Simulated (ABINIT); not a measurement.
# A GW chain in ABINIT: SrTiO3 (I4/mcm), part 2 of 2

Wanted: ground state, empty states, screening and self-energy for SrTiO3 (I4/mcm).

ABINIT 10.8.3; PBE and many-body steps on it, plane waves. Known limits of the many-body steps: not at the basis limit; no spin-orbit coupling.

So far. Step 2 (Ground state): The gap is direct, at Γ. Step 3 (Empty states on the mesh, 4×4×4 mesh, 136 bands): On this mesh the gap is 1.922 eV.

## (4) Screening, 4×4×4 mesh, 124 bands, screening to 103.4 eV

The RPA dielectric matrix is built and inverted for each q.

This step: RPA screening on PBE, plane waves, norm-conserving pseudopotentials.

run.abi

```
acell 3*1.0 Angstrom
rprim 
  -2.755500000000 2.755500000000 3.898000000000
  2.755500000000 -2.755500000000 3.898000000000
  2.755500000000 2.755500000000 -3.898000000000
ntypat 3
znucl 38 22 8
natom 10
typat 1 1 2 2 3 3 3 3 3 3
xred 
  0.750000000000 0.250000000000 0.500000000000
  0.250000000000 0.750000000000 0.500000000000
  0.000000000000 0.000000000000 0.000000000000
  0.500000000000 0.500000000000 0.000000000000
  0.250000000000 0.250000000000 0.000000000000
  0.750000000000 0.750000000000 0.000000000000
  0.745100000000 0.245100000000 0.990200000000
  0.245100000000 0.254900000000 0.500000000000
  0.254900000000 0.754900000000 0.009800000000
  0.754900000000 0.745100000000 0.500000000000
pp_dirpath "pseudos"
pseudos "Sr.upf, Ti.upf, O.upf"
ecut 38
ngkpt 4 4 4
nshiftk 1
shiftk 0 0 0
kptopt 1
chksymbreak 0
istwfk *1
occopt 1
irdwfk 1
optdriver 3
nband 124
ecuteps 3.8
inclvkb 2
awtr 1
symchi 1
indata_prefix "in"
outdata_prefix "out"
tmpdata_prefix "tmp"
```

Launch:

```console
OMP_NUM_THREADS=1 mpirun -n 4 abinit run.abi > log
```

Numbers of over 12 decimals in the logs are rounded to 6 here.

Output:

```text
.Version 10.8.3 of ABINIT. v10.8.2 released Aug 2026.

 Symmetries : space group I4/m c m (#140); Bravais tI (body-center tetrag.)
[... echo of the input left out ...]
== DATASET  1 ==================================================================
-   mpi_nproc: 4, omp_nthreads: 1 (-1 if OMP is not activated)

--- !DatasetInfo
iteration_state: {dtset: 1, }
dimensions: {natom: 10, nkpt: 13, mband: 124, nsppol: 1, nspinor: 1, nspden: 1, mpw: 8964, }
cutoff_energies: {ecut:  38.0, pawecutdg:  -1.0, }
electrons: {nelect:   8.00000000E+01, charge:   0.00000000E+00, occopt:   1.00000000E+00, tsmear:   1.00000000E-02, }

 SCREENING: Calculation of the susceptibility and dielectric matrices

 Based on a program developped by R.W. Godby, V. Olevano, G. Onida, and L. Reining.
 Incorporated in ABINIT by V. Olevano, G.-M. Rignanese, and M. Torrent.
.Using double precision arithmetic ; gwpc =  8

[... cell and pseudopotentials left out ...]
--------------------------------------------------------------------------------

 ==== K-mesh for the wavefunctions ====
 Number of points in the irreducible wedge :    13
[... list of points left out ...]
 Together with 16 symmetry operations and time-reversal symmetry
 yields    64 points in the full Brillouin Zone.

 ==== Q-mesh for the screening function ====
 Number of points in the irreducible wedge :    13
[... list of points left out ...]
 Together with 16 symmetry operations and time-reversal symmetry
 yields    64 points in the full Brillouin Zone.

 setmesh: FFT mesh size selected  =    60x   60x   60
          total number of points  =       216000

 vcoul_init : cutoff-mode = AUXILIARY_FUNCTION
 q-points for optical limit:   1
     1)      0.000010    0.000020    0.000030

- screening: taking advantage of time-reversal symmetry
- Maximum band index for partially occupied states nbvw = 40
- Remaining bands to be divided among processors   nbcw = 84
- Number of bands treated by each node ~21

 Number of electrons calculated from density =   80.0000; Expected =   80.0000
 average of density, n =  0.100136
 r_s =    1.3359
 omega_plasma =   30.5247 [eV]

 calculating chi0 at frequencies [eV] :
  1    0.000000E+00    0.000000E+00
  2    0.000000E+00    3.052467E+01

--------------------------------------------------------------------------------
  q-point number  1        q = ( 0.000000, 0.000000, 0.000000) [r.l.u.]
--------------------------------------------------------------------------------
[... chi0 elements left out ...]
 For q-point:  0.000010 0.000020 0.000030
  dielectric constant =   6.0972
  dielectric constant without local fields =   6.3826

  Average fulfillment of the sum rule on Im[epsilon] for q-point    1 :     45.12  [%]
[... wings left out ...]
  q-point number  2        q = ( 0.250000, 0.000000, 0.000000) [r.l.u.]
--------------------------------------------------------------------------------
[... chi0 elements left out ...]
  Average fulfillment of the sum rule on Im[epsilon] for q-point    2 :     58.14  [%]

 [... 11 further q-points ...]
```

Run time: 23 min. Hardware: 4 MPI ranks of Arm Neoverse V1, shared host; peak memory 12 GiB.

This step gave:

```
ε∞ with local fields, on this mesh, along the program's q direction : 6.097
the same without local fields                                       : 6.383
plasma frequency                                                    : 30.52 eV
plane waves in the screening matrix                                 : 283
```

Local fields lower ε∞ by 4 %.

## (5) Self-energy, 4×4×4 mesh, 124 bands, screening to 103.4 eV

The self-energy is evaluated for the states that the input lists, and the levels follow from it, in one-shot runs by the linearised quasiparticle equation.

This step: G0W0 on PBE, plane waves, norm-conserving pseudopotentials.

Edit run.abi of step 4 so:

```diff
@@ -31,8 +31,15 @@
 irdwfk 1
-optdriver 3
+optdriver 4
 nband 124
+gwcalctyp 0
+ecutsigx 38
+symsigma 1
+nkptgw 1
+kptgw 
+  0.0000000000 0.0000000000 0.0000000000
+bdgw 
+  39 43
 ecuteps 3.8
-inclvkb 2
-awtr 1
-symchi 1
+irdscr 1
+ppmodel 1
 indata_prefix "in"
```

Output:

```text
.Version 10.8.3 of ABINIT. v10.8.2 released Aug 2026.

 Symmetries : space group I4/m c m (#140); Bravais tI (body-center tetrag.)
[... echo of the input left out ...]
== DATASET  1 ==================================================================
-   mpi_nproc: 4, omp_nthreads: 1 (-1 if OMP is not activated)

--- !DatasetInfo
iteration_state: {dtset: 1, }
dimensions: {natom: 10, nkpt: 13, mband: 124, nsppol: 1, nspinor: 1, nspden: 1, mpw: 8964, }
cutoff_energies: {ecut:  38.0, pawecutdg:  -1.0, }
electrons: {nelect:   8.00000000E+01, charge:   0.00000000E+00, occopt:   1.00000000E+00, tsmear:   1.00000000E-02, }

 SIGMA: Calculation of the GW corrections

 Based on a program developped by R.W. Godby, V. Olevano, G. Onida, and L. Reining.
 Incorporated in ABINIT by V. Olevano, G.-M. Rignanese, and M. Torrent.
.Using double precision arithmetic ; gwpc =  8

[... cell and pseudopotentials left out ...]
--------------------------------------------------------------------------------

 ==== K-mesh for the wavefunctions ====
 Number of points in the irreducible wedge :    13
[... list of points left out ...]
 Together with 16 symmetry operations and time-reversal symmetry
 yields    64 points in the full Brillouin Zone.

 ==== Q-mesh for screening function ====
 Number of points in the irreducible wedge :    13
[... list of points left out ...]
 Together with 16 symmetry operations and time-reversal symmetry
 yields    64 points in the full Brillouin Zone.

 vcoul_init : cutoff-mode = AUXILIARY_FUNCTION
 q-points for optical limit:   1
     1)      0.000010    0.000020    0.000030
 setmesh: FFT mesh size selected  =    72x   72x   72
          total number of points  =       373248

 Number of electrons calculated from density =   80.0000; Expected =   80.0000
 average of density, n =  0.100136
 r_s =    1.3359
 omega_plasma =   30.5247 [eV]

 === KS Band Gaps ===
  >>>> For spin  1
   Minimum direct gap =   1.9222 [eV], located at k-point      :   0.0000  0.0000  0.0000
   Fundamental gap    =   1.9222 [eV], Top of valence bands at :   0.0000  0.0000  0.0000
                                       Bottom of conduction at :   0.0000  0.0000  0.0000
 SIGMA fundamental parameters:
 PLASMON POLE MODEL  1
 number of plane-waves for SigmaX                 8873
 number of plane-waves for SigmaC and W            283
 number of plane-waves for wavefunctions          8873
 number of bands                                   124
 number of independent spin polarizations            1
 number of spinorial components                      1
 number of k-points in IBZ                          13
 number of q-points in IBZ                          13
 number of symmetry operations                      16
 number of k-points in BZ                           64
 number of q-points in BZ                           64
 number of frequencies for dSigma/dE                 9
 frequency step for dSigma/dE [eV]                0.25
 number of omega for Sigma on real axis              0
 max omega for Sigma on real axis  [eV]           0.00
 zcut for avoiding poles [eV]                     0.10

 EPSILON^-1 parameters (SCR file):
 dimension of the eps^-1 matrix on file            283
 dimension of the eps^-1 matrix used               283
 number of plane-waves for wavefunctions          8873
 number of bands                                   124
 number of q-points in IBZ                          13
 number of frequencies                               2
 number of real frequencies                          1
 number of imag frequencies                          1

 matrix elements of self-energy operator (all in [eV])

 Perturbative Calculation

--- !SelfEnergy_ee
iteration_state: {dtset: 1, }
kpoint     : [   0.000,    0.000,    0.000, ]
spin       : 1
KS_gap     :    1.922
QP_gap     :    3.582
Delta_QP_KS:    1.660
data: !SigmaeeData |
     Band     E0 <VxcDFT>   SigX SigC(E0)      Z dSigC/dE  Sig(E)    E-E0       E
       39   6.989 -20.199 -25.162   5.297   0.769  -0.301 -19.943   0.257   7.246
       40   6.989 -20.199 -25.162   5.297   0.769  -0.301 -19.943   0.257   7.246
       41   8.911 -18.887 -11.500  -4.940   0.783  -0.276 -16.970   1.917  10.828
       42   8.911 -18.887 -11.500  -4.940   0.783  -0.276 -16.970   1.917  10.828
       43   8.912 -18.887 -11.500  -4.940   0.783  -0.276 -16.970   1.917  10.830

== END DATASET(S) ==============================================================
================================================================================

 -outvars: echo values of variables after computation  --------
           etotal      0.0000000000E+00
            nband         124
             nkpt          13
          spgroup         140
 [... the other variables as echoed above ...]

 Calculation completed.
```

Run time: 24 s. Hardware: 4 MPI ranks; peak memory 5.4 GiB.

Numbers from this step:

* G0W0 gap on the points computed: 3.582 eV
* starting gap on the mesh: 1.922 eV
* k of the valence top: 0, 0, 0
* k of the conduction bottom: 0, 0, 0
* Z at the valence top: 0.769
* Z at the conduction bottom: 0.783
* least direct G0W0 gap on the computed points: 3.582 eV

The gap on the mesh goes from 1.92 eV to 3.58 eV, a correction of +1.66 eV.

Limits: finite bands, cutoff and mesh; no spin-orbit coupling. v1 is the top filled band, c1 the lowest empty one. Levels before and after the correction, in eV, zero at the valence-band top of each column:

```
           conduction bottom  valence top
Kohn-Sham               1.92         0.00
     G0W0               3.58         0.00
```

|  | level | energy (eV) |
| --- | --- | --- |
| Kohn-Sham | Γ v2-v1 | 0.000 |
| Kohn-Sham | Γ c1-c3 | 1.922 |
| G0W0 | Γ v2-v1 | 0.000 |
| G0W0 | Γ c1-c3 | 3.582 |

## (6) Where the time went

Times are wall times on 4 MPI ranks of Arm Neoverse V1, shared host, good to a factor of about two.

```csv
step,time,share,memory (GiB)
ground state,2.3 min,8 %,0.51
empty states on the mesh,3.3 min,11 %,0.62
screening,23 min,80 %,12
self-energy,24 s,1 %,5.4
```

## (7) What came out

| Quantity | Value |
| --- | --- |
| PBE gap | 1.92 eV, direct |
| G0W0 gap on the mesh | 3.58 eV |
| GW settings | 4×4×4 mesh, 124 bands, screening to 103.4 eV, Godby-Needs plasmon pole |
| known limits | not at the basis limit; no spin-orbit coupling |

G0W0 moves the gap on the mesh from 1.92 eV to 3.58 eV (+1.66 eV), with Z of 0.77 and 0.78 at the edges. Local fields lower the RPA ε∞ on this mesh from 6.38 to 6.10. Only 1 of the mesh's irreducible points was corrected, so a valley elsewhere could overtake. The dearest step here is «screening». Bands and cutoff are finite, so the gap is not at the basis limit. The miss can reach some tenths of an eV and take either sign; the mesh is an error of its own. In the G0W0 run levels were corrected at 1 k point alone, so a gap called «on the mesh» is the least over those, and an edge elsewhere would be missed. The many-body steps are scalar-relativistic: spin-orbit coupling is not in them.

[Paths, hosts, dates, memory and timing lines, banners, echoed tables and standing remarks are left out of the program output.]

[Logs are printed without paths, hosts, clocks, repeated set-up lines and the standing remarks that a program may print on its own settings, such as how far it seeks lower states.]

[Runs of the session that timed out or met a known fault of the program may be left out.]

[Hosts, paths, dates, database ids (printed as entryN), source tags and the programs' standing remarks are cut or masked in the printed files.]

[G0W0 gaps are taken among the corrected bands and points alone; a level outside them can change the order at an edge.]

[Where Ansatz stands beside ABINIT at settings called matched, ABINIT's density can come from a denser mesh and the files from another edition; pairs whose starting gaps differed by over 0.03 eV were left out, so agreement reads better than it is.]
